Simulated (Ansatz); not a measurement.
# Cs on Cu(111): change of the work function, part 2 of 2

How does one ordered layer of Cs (fcc site) change the work function of Cu(111), and what dipole does each adsorbate carry?

Ansatz 0.2.0; plane-wave DFT, PBE, Ansatz PAW.

So far, work function, upper face (eV): step 2 (the clean slab) 4.79.

### Step 3. Adsorbate added

System of this step: Cs/Cu(111). The cell holds 17 atoms: 16 Cu and 1 Cs. Cell: a = 5.105 Å, b = 5.105 Å, c = 27.834 Å, α = 90.0°, β = 90.0°, γ = 60.0°. Vacuum lies along c.

The clean slab as it ended is repeated in the plane and the adsorbate is set on one face; the cell's size fixes the coverage, and the k-mesh shrinks with it to keep the sampling density about even. Adsorbate and upper layers relax, since the dipole depends on the height.

input.yaml

```yaml
crystal:
  lattice:
    - [5.1053109602, 1.0e-10, 0.0]
    - [2.5526554801, 4.4213289858, 0.0]
    - [0.0, 0.0, 27.8341225727]
  atoms:
    - { symbol: Cu, position: [0.0, 0.0, 0.3233441247] }
    - { symbol: Cu, position: [0.1666666667, 0.1666666667, 0.398224677] }
    - { symbol: Cu, position: [0.3333333333, 0.3333333333, 0.4731052294] }
    - { symbol: Cu, position: [0.0, 0.0, 0.5479857817] }
    - { symbol: Cu, position: [0.0, 0.5, 0.3233441247] }
    - { symbol: Cu, position: [0.1666666667, 0.6666666667, 0.398224677] }
    - { symbol: Cu, position: [0.3333333333, 0.8333333333, 0.4731052294] }
    - { symbol: Cu, position: [0.0, 0.5, 0.5479857817] }
    - { symbol: Cu, position: [0.5, 0.0, 0.3233441247] }
    - { symbol: Cu, position: [0.6666666667, 0.1666666667, 0.398224677] }
    - { symbol: Cu, position: [0.8333333333, 0.3333333333, 0.4731052294] }
    - { symbol: Cu, position: [0.5, 0.0, 0.5479857817] }
    - { symbol: Cu, position: [0.5, 0.5, 0.3233441247] }
    - { symbol: Cu, position: [0.6666666667, 0.6666666667, 0.398224677] }
    - { symbol: Cu, position: [0.8333333333, 0.8333333333, 0.4731052294] }
    - { symbol: Cu, position: [0.5, 0.5, 0.5479857817] }
    - { symbol: Cs, position: [0.1666666667, 0.1666666667, 0.6766558753] }
kpoints:
  mp_grid: { grid: [6, 6, 1] }
hamiltonian:
  xc: pbe
scf:
  occupations: { method: fermi_dirac, width: 0.1 }
  convergence: { dr2_threshold: 1.0e-08 }
efield:
  axis: 3
  dipole_correction: true
  ramp_position: 0.97
  ramp_width: 0.06
relax:
  f_tol: 0.02
  max_steps: 60
  constraints: [{ sites: [0, 1, 4, 5, 8, 9, 12, 13] }]
output:
  dos: { projected: true, e_range: [-8, 4] }
  write_potential: true
  write_density: true
  volumetric_format: npy
  elf: true
```

Launch:

```console
$ ansatz run input.yaml --threads 4 --pin off --max-ram 6144MiB --backend cpu --events-out ev --progress --plain --runs-dir out
```

Standard output:

```text
[...]
Crystal: 17 atoms, lattice volume = 628.279 Å³
Basis set: ecut = 420 eV, 12375 PW (Γ), exchange–correlation on 72×72×384 points (8 copies of the dense FFT grid, shifted against one another)
Bands: 188, of which v1, the nominal top of the filled ones, is band 157 counted from 1 (156 counted from 0)
Symmetry: 6 space group operations
[...]
k-points: 7 of 36 (time reversal used)
[...]
SCF iter   1: F=—  HF=-111670.676309 eV  |F-HF|=—  |Δ(HF+E_count)|=         —  Δρ=2.40e-3  dr2=5.67e-1  ethr=1.77e-3  p=0.315 e·Å  D=9.08e-2 V/Å  ΔV_dip=-2.53 eV  dr2_dipole=2.92e-1  V_vac-E_F(+/−)=2.21/4.74 eV  ⟨swp⟩=7.7  Hψ=5540  notcnv=0  defer=55
[...]
SCF iter  16: F=-111670.683204 eV  HF=-111670.683204 eV  |F-HF|=4.93e-9  |Δ(HF+E_count)|=  2.76e-10  Δρ=3.05e-7  dr2=8.18e-10  ethr=3.19e-12  p=0.317 e·Å  D=9.14e-2 V/Å  ΔV_dip=-2.55 eV  dr2_dipole=1.14e-10  V_vac-E_F(+/−)=2.18/4.73 eV  ⟨swp⟩=8.7  Hψ=7940  notcnv=0
SCF 1 converged in 16 iterations: F = -111670.683204 eV  dr2 = 8.18e-10
[...]
relax step   1: F+E_penalty+E_count = -111670.68320418 eV  Δ(F+E_penalty+E_count) = +0.000e0 eV  max|allowed force component| = 3.926e-1 eV/Å  Δτ_max = 0.0000 Å  (16 SCF iters, accepted)
[...]
iter 1 solved again at ethr=1.43e-6 eV; its pass at ethr=3.10e-3 eV (dr2=4.49e-3 eV) is discarded
[...]
SCF iter  12: F=-111670.709033 eV  HF=-111670.709033 eV  |F-HF|=9.02e-10  |Δ(HF+E_count)|=   1.30e-9  Δρ=4.29e-7  dr2=1.14e-9  ethr=3.19e-12  p=0.320 e·Å  D=9.22e-2 V/Å  ΔV_dip=-2.57 eV  dr2_dipole=2.98e-11  V_vac-E_F(+/−)=2.16/4.73 eV  ⟨swp⟩=6.6  Hψ=8118  notcnv=0
SCF 2 converged in 12 iterations: F = -111670.709033 eV  dr2 = 1.14e-9
relax step   2: F+E_penalty+E_count = -111670.70903265 eV  Δ(F+E_penalty+E_count) = -2.583e-2 eV  max|allowed force component| = 3.688e-1 eV/Å  Δτ_max = 0.0681 Å  (12 SCF iters, accepted)
SCF iter   1: F=—  HF=-111670.780219 eV  |F-HF|=—  |Δ(HF+E_count)|=         —  Δρ=1.78e-3  dr2=2.82e-2  ethr=5.95e-5  p=0.320 e·Å  D=9.22e-2 V/Å  ΔV_dip=-2.57 eV  dr2_dipole=2.96e-5  V_vac-E_F(+/−)=2.17/4.73 eV  ⟨swp⟩=7.6  Hψ=3849  notcnv=0  defer=78
[...]
SCF iter  12: F=-111670.775231 eV  HF=-111670.775231 eV  |F-HF|=1.78e-8  |Δ(HF+E_count)|=   4.10e-8  Δρ=7.42e-7  dr2=4.03e-9  ethr=3.19e-12  p=0.331 e·Å  D=9.54e-2 V/Å  ΔV_dip=-2.65 eV  dr2_dipole=3.42e-10  V_vac-E_F(+/−)=2.09/4.74 eV  ⟨swp⟩=12.9  Hψ=10332  notcnv=0
SCF 3 converged in 12 iterations: F = -111670.775231 eV  dr2 = 4.03e-9
relax step   3: F+E_penalty+E_count = -111670.77523080 eV  Δ(F+E_penalty+E_count) = -6.620e-2 eV  max|allowed force component| = 2.327e-1 eV/Å  Δτ_max = 0.1961 Å  (12 SCF iters, accepted)
[...]
relax step   4: F+E_penalty+E_count = -111670.80322941 eV  Δ(F+E_penalty+E_count) = -2.800e-2 eV  max|allowed force component| = 2.637e-2 eV/Å  Δτ_max = 0.1950 Å  (12 SCF iters, accepted)
SCF iter   1: F=—  HF=-111670.805551 eV  |F-HF|=—  |Δ(HF+E_count)|=         —  Δρ=9.10e-4  dr2=3.40e-3  ethr=3.24e-6  p=0.345 e·Å  D=9.93e-2 V/Å  ΔV_dip=-2.76 eV  dr2_dipole=5.63e-4  V_vac-E_F(+/−)=1.99/4.75 eV  ⟨swp⟩=4.6  Hψ=3507  notcnv=0  defer=98
[...]
SCF iter  10: F=-111670.804375 eV  HF=-111670.804375 eV  |F-HF|=2.47e-10  |Δ(HF+E_count)|=   3.64e-8  Δρ=9.79e-7  dr2=9.93e-9  ethr=3.19e-12  p=0.346 e·Å  D=9.96e-2 V/Å  ΔV_dip=-2.77 eV  dr2_dipole=1.88e-9  V_vac-E_F(+/−)=1.98/4.75 eV  ⟨swp⟩=12.9  Hψ=9337  notcnv=0
SCF 5 converged in 10 iterations: F = -111670.804375 eV  dr2 = 9.93e-9
relax step   5: F+E_penalty+E_count = -111670.80437460 eV  Δ(F+E_penalty+E_count) = -1.145e-3 eV  max|allowed force component| = 7.108e-3 eV/Å  Δτ_max = 0.0263 Å  (10 SCF iters, accepted)
NSCF: frozen V_eff on 7 k-points
[...]
WARN: The output density's exchange-correlation potential varies sharply where the density is thin. Do not read a vacuum level from v_tot or v_xc, or from such a field of the output density. On a cell that repeats whose density bears no net charge and no dipole along the vacuum's axis use v_es (v_loc + v_h of the components); under efield.dipole_correction with no amplitude use v_es + v_field, which holds any externa [...]
SCF converged after 10 iterations
Free energy (F): -111670.804375 eV
[...]
Internal energy: -111670.602653 eV  (E = F + TS)
E sigma→0 (E₀):  -111670.703514 eV
Entropy (-TS):   -0.201721 eV (-11.866 meV/atom)
Fermi energy:    3.657358 eV
Dipole field:    D = 0.099544 V/Å  (p = 0.345626 e·Å, saw-weighted, corrected)
Work function:   Φ+ = 1.9835 eV   Φ− = 4.7544 eV
[...]
--- Forces (eV/Å), atoms counted from 1 ---
  atom   1  Cu     0.00710335     0.00410112     0.01491557
  atom   2  Cu    -0.00000000    -0.00000000     0.00891337
  atom   3  Cu     0.00072800     0.00042031     0.00043429
  atom   4  Cu    -0.00027169    -0.00015686    -0.00187297
  atom   5  Cu     0.00000000    -0.00820224     0.01491557
  atom   6  Cu     0.01859039    -0.01073317    -0.01747111
  atom   7  Cu     0.00000000    -0.00084062     0.00043429
  atom   8  Cu    -0.00000000     0.00031372    -0.00187297
  atom   9  Cu    -0.00710335     0.00410112     0.01491557
  atom  10  Cu    -0.00000000     0.02146633    -0.01747111
  atom  11  Cu    -0.00072800     0.00042031     0.00043429
  atom  12  Cu     0.00027169    -0.00015686    -0.00187297
  atom  13  Cu    -0.00000000    -0.00000000     0.00911881
  atom  14  Cu    -0.01859039    -0.01073317    -0.01747111
  atom  15  Cu    -0.00000000     0.00000000    -0.00386978
  atom  16  Cu     0.00000000     0.00000000     0.00486744
  atom  17  Cs    -0.00000000    -0.00000000    -0.00710830
  max |Σ_I F_I| component: 6.11e-5 eV/Å
--- Band table (eV; the first three rows and the last of 7) ---
  k-point 0: bands = [... 153 lower, 3.3162, 3.3173, 3.3173, 3.6833, 4.2574, 4.3075, 4.3075, 4.7004, ... 27 higher]
  k-point 1: bands = [... 153 lower, 2.9269, 3.3876, 3.4042, 3.4132, 3.9522, 4.0487, 4.0599, 4.2087, ... 27 higher]
  k-point 2: bands = [... 153 lower, 3.0719, 3.2377, 3.4634, 3.4641, 3.9916, 4.0141, 4.1201, 4.7746, ... 27 higher]
  k-point 6: bands = [... 153 lower, 1.9823, 2.8061, 2.8190, 2.8659, 4.5922, 4.6352, 4.7808, 5.1721, ... 27 higher]
--- Relaxed structure (5 steps of the walk, 5 accepted, 0 SCFs on fresh bases) ---
  F+E_penalty+E_count = -111670.80437460 eV   max|allowed force component| = 7.108e-3 eV/Å
  atoms:
    - { symbol: Cu, position: [-1.795949e-17, -1.795949e-17, 0.3233441247] }
    - { symbol: Cu, position: [0.166667, 0.166667, 0.398224677] }
    - { symbol: Cu, position: [0.333734, 0.333734, 0.473041] }
    - { symbol: Cu, position: [-0.00104964, -0.00104964, 0.547415] }
    - { symbol: Cu, position: [0.0, 0.5, 0.3233441247] }
    - { symbol: Cu, position: [0.166667, 0.666667, 0.398224677] }
    - { symbol: Cu, position: [0.333734, 0.832532, 0.473041] }
    - { symbol: Cu, position: [-0.00104964, 0.502099, 0.547415] }
    - { symbol: Cu, position: [0.500000, -1.795949e-17, 0.3233441247] }
    - { symbol: Cu, position: [0.666667, 0.166667, 0.398224677] }
    - { symbol: Cu, position: [0.832532, 0.333734, 0.473041] }
    - { symbol: Cu, position: [0.502099, -0.00104964, 0.547415] }
    - { symbol: Cu, position: [0.500000, 0.500000, 0.3233441247] }
    - { symbol: Cu, position: [0.666667, 0.666667, 0.398224677] }
    - { symbol: Cu, position: [0.833333, 0.833333, 0.472295] }
    - { symbol: Cu, position: [0.500000, 0.500000, 0.549761] }
    - { symbol: Cs, position: [0.166667, 0.166667, 0.659213] }
```

It took 2.4 min on 4 threads of Arm Neoverse V2, shared host; peak memory 2.9 GiB; 9.6 min of CPU time.

The steps of the relaxation:

```csv
step,energy less that of the first step (eV),largest force component (eV/Å)
1,0.0000,0.3926
2,-0.0258,0.3688
3,-0.0920,0.2327
4,-0.1200,0.0264
5,-0.1212,0.0071
```

Forces are held to the 6 operations that the program found; a distortion that breaks them can't arise in this run.

The atoms that moved most (Å):

| atom | dx | dy | dz | length |
| --- | --- | --- | --- | --- |
| Cs17 | 0.000 | 0.000 | -0.486 | 0.486 |
| Cu16 | 0.000 | 0.000 | 0.049 | 0.049 |
| Cu15 | 0.000 | 0.000 | -0.023 | 0.023 |
| Cu8 | 0.000 | 0.009 | -0.016 | 0.018 |
| Cu4 | -0.008 | -0.005 | -0.016 | 0.018 |
| Cu12 | 0.008 | -0.005 | -0.016 | 0.018 |

The relaxed structure:

```xyz
17
Lattice="5.1053 0.0000 0.0000 2.5527 4.4213 0.0000 0.0000 0.0000 27.8341" Properties=species:S:1:pos:R:3
Cu    0.0000    0.0000    9.0000
Cu    1.2763    0.7369   11.0842
Cu    2.5557    1.4755   13.1667
Cu   -0.0080   -0.0046   15.2368
Cu    1.2763    2.2107    9.0000
Cu    2.5527    2.9476   11.0842
Cu    3.8290    3.6809   13.1667
Cu    1.2763    2.2199   15.2368
Cu    2.5527    0.0000    9.0000
Cu    3.8290    0.7369   11.0842
Cu    5.1022    1.4755   13.1667
Cu    2.5607   -0.0046   15.2368
Cu    3.8290    2.2107    9.0000
Cu    5.1053    2.9476   11.0842
Cu    6.3816    3.6844   13.1459
Cu    3.8290    2.2107   15.3021
Cs    1.2763    0.7369   18.3486
```

This step gave:

* energy at zero smearing: -111670.7035 eV
* work function, upper face: 1.984 eV
* work function, lower face: 4.754 eV
* dipole along the normal: 0.3456 e·Å
* step between the vacuum levels: -2.771 eV

Running mean over 2.084 Å of the planar mean; the ramp of the sawtooth is left out. The electron's electrostatic potential energy less the Fermi level by z:

```csv
z (Å),electron's electrostatic potential energy less the Fermi level (eV)
4,4.75
5,4.75
6,4.70
7,4.06
8,-2.79
9,-8.60
10,-8.83
11,-8.87
12,-8.91
13,-8.87
14,-8.79
15,-8.75
16,-5.76
17,0.0832
18,-2.61
19,-2.55
20,0.192
21,1.52
22,1.85
23,1.95
24,1.97
```

The density of states has structure finer than the step of the table below, so its rows give means over 0.25 eV. Peaks (eV: height): -2.980: 85.0, -2.920: 121, -2.830: 95.5, -2.170: 91.8, -2.050: 82.6, -1.770: 87.8, -1.650: 103.

Table of density of states by energy, zero at the Fermi level; means over each step:

```csv
energy (eV),density of states (states/eV a cell)
-7.75,1.26
-7.50,2.60
-7.25,1.91
-7.00,2.05
-6.75,1.83
-6.50,3.48
-6.25,2.00
-6.00,3.05
-5.75,2.66
-5.50,7.19
-5.25,7.02
-5.00,5.58
-4.75,18.7
-4.50,17.2
-4.25,29.6
-4.00,29.8
-3.75,31.3
-3.50,36.6
-3.25,48.0
-3.00,66.9
-2.75,67.1
-2.50,49.0
-2.25,53.0
-2.00,69.5
-1.75,75.7
-1.50,32.5
-1.25,8.94
-1.00,5.24
-0.75,7.92
-0.50,5.19
-0.25,6.01
0.00,3.93
0.25,9.39
0.50,7.21
0.75,5.09
1.00,4.08
1.25,8.26
1.50,9.80
1.75,6.58
```

Projected DOS per atom over height of the atomic layer and energy from the Fermi level. Layers: Cu4 Cu4 Cu4 Cu4 Cs from below.

Ten even steps from '0' (0.01 states/eV) to '9' (5.20 states/eV), each cell a mean:
```
00000
00000
00001
00001
00000
00000
00000
33220
98880
75570
96690
45550
34330
24420
12210
01100
00000
00000
00000
00000
00000
00000
```
Columns: height of the atomic layer (Å) from 9 to 18.3 (not evenly spaced); rows upwards: energy from the Fermi level (eV) from -7.96 to 1.95.

Electrostatic potential energy in the ca plane at fractional y = 0.167, with atoms of Cu and Cs within 0.2 Å of it. With pseudopotentials it is smooth inside the atoms' cores, unlike the true potential.

Ten even steps from '0' (-33 eV) to '9' (7 eV), each cell a mean:
```
33699988998535887436899987667899999999999999
44799888998535897546999998888999999999999999
77898423688767998778999999999999999999999999
99985000289989999999999999999999999999999999
99984000179999999999999999999999999999999999
88986000389989999989999999999999999999999999
66898634798767898768999999999999999999999999
33699988998535887436899998888999999999999999
44799888998535898546899986556899999999999999
77898423689777999778999853223689999999999999
99985000289999999999999732332489999999999999
99984000179999999999999632332479999999999999
88986000389989999989999732332589999999999999
66898634798767998768999863224789999999999999
```
Columns run along c (16.0 Å, from fractional 0.32 to 0.89 of the cell; values clipped at the 3rd and 97th percentile), rows up along a (5.1 Å). Atoms in or near the plane, at fractional coordinates: Cu at (0.40, 0.17), Cu at (0.40, 0.67), Cs at (0.66, 0.17).

ELF in the ca plane at fractional y = 0.167, with atoms of Cu and Cs within 0.2 Å of it. It is the smooth field of the valence electrons, not physical close to the nuclei.

Ten even steps from '0' (0.01) to '9' (0.88), each cell a mean:
```
22122222221121121221221158998631000111100000
21122222221121121121221013554210001111100000
11221222122111222112222000111000011221100000
22221365222222222222332100000000122221100000
33321497213322222233332100000001123322100000
22221354222222222222232100000000122221100000
11221122122111221111222000111000011221100000
22122222221121121221221025675310001111100000
21122222221121121121220169999741000111100000
11221222122111222112211499899963000011100000
22221365222222222222311697238984100011100000
33321497213322222233311795007984100011100000
22221354222222222222211698349984100011100000
11221122122111222112210489999962000011100000
```
Columns run along c (16.0 Å, from fractional 0.32 to 0.89 of the cell), rows up along a (5.1 Å). Atoms in or near the plane, at fractional coordinates: Cu at (0.40, 0.17), Cu at (0.40, 0.67), Cs at (0.66, 0.17).

Valence density in the ca plane at fractional y = 0.167, with atoms of Cu and Cs within 0.2 Å of it. It is the smooth field of the valence electrons, not physical close to the nuclei.

Values in e/Å³, 8 rows by 16 columns, each cell a mean:
```
 1  0  0  0  1  0  1  0  0  0  0  0  0  0  0  0
 0  0  4  0  1  0  0  0  0  0  0  0  0  0  0  0
 0  1 27  1  0  0  0  0  0  0  0  0  0  0  0  0
 0  0  4  0  0  0  0  0  0  0  0  0  0  0  0  0
 1  0  0  0  1  0  1  0  0  0  0  0  0  0  0  0
 0  0  4  0  0  0  0  0  0  1  1  0  0  0  0  0
 0  1 27  1  0  0  0  0  0  1  1  0  0  0  0  0
 0  0  4  0  0  0  0  0  0  1  1  0  0  0  0  0
```
Columns run along c (16.0 Å, from fractional 0.32 to 0.89 of the cell), rows up along a (5.1 Å). Atoms in or near the plane, at fractional coordinates: Cu at (0.40, 0.17), Cu at (0.40, 0.67), Cs at (0.66, 0.17).

The relaxation took 5 steps and lowered the energy by 0.12 eV; the largest force on the free atoms ends at 0.0071 eV/Å.

By hand: a sheet of dipoles makes a step −p/(ε₀A) in the electron's potential. With e/ε₀ = 180.95 V·Å, p = 0.3456 e·Å and A = 22.57 Å², that is −180.95 × (0.3456) / 22.57 = -2.771 eV, and the two vacuum levels of the run differ by -2.771 eV.

The covered face has 1.98 eV, -2.80 eV against the clean one; the bare back face has moved by -0.03 eV, a measure of how thin the slab is.

### Step 4. Work function against coverage

This step: plane-wave DFT, PBE, Ansatz PAW; work function against coverage (Ansatz 0.2.0).

The runs are now put side by side.

This step gave:

```yaml
work_function_of_the_clean_face: 4.786 eV
largest_change_of_the_work_function: -2.802 eV
```

Work function of the covered face against coverage:

```csv
coverage (adsorbates/nm²),work function of the covered face (eV)
0.00,4.79
4.43,1.98
```

The dipole per adsorbate comes from the change of the cell's dipole. Coverage, by row:

```
coverage (1/nm²)  coverage (ML)  work function (eV)  change (eV)  dipole per adsorbate, positive end outwards (debye)  mean height of the added atoms over the highest substrate atom (Å)
            4.43           0.25               1.984       -2.802                                                 1.66                                                               3.046
```

### Step 5. Results

| Property | Result |
| --- | --- |
| work function of the clean face | 4.79 eV |
| work function at 0.25 ML | 1.98 eV |
| dipole per adsorbate at 0.25 ML, positive end outwards | 1.66 D |

Cs lowers the work function of Cu(111) at the lowest coverage, by 2.80 eV: the adsorbate layer has its positive end outwards. One coverage alone was completed, so no trend follows. The slab has 4 layers, at the tabulated experimental lattice constant, one starting site was run, and quantum-size effects of a slab this thin can reach one or two tenths of an eV.

[Long decimals in the printed logs are rounded to 6 places.]

[Logs are printed without paths, hosts, clocks, repeated set-up lines and the standing remarks that a program may print on its own settings, such as how far it seeks lower states.]

[Hosts, paths, dates, database ids (printed as entryN), source tags and the programs' standing remarks are cut or masked in the printed files.]

[Maps of the electrostatic potential energy from Ansatz leave out the sawtooth potential of an applied field or a dipole correction, so their vacuum need not be flat; planar profiles and work functions include it.]

[The density of states shown here was stored with 400 of the rows of the run's finer table, so its peaks can read low, often by over a quarter, or be missed, and its means over a window can be off by a tenth or more.]
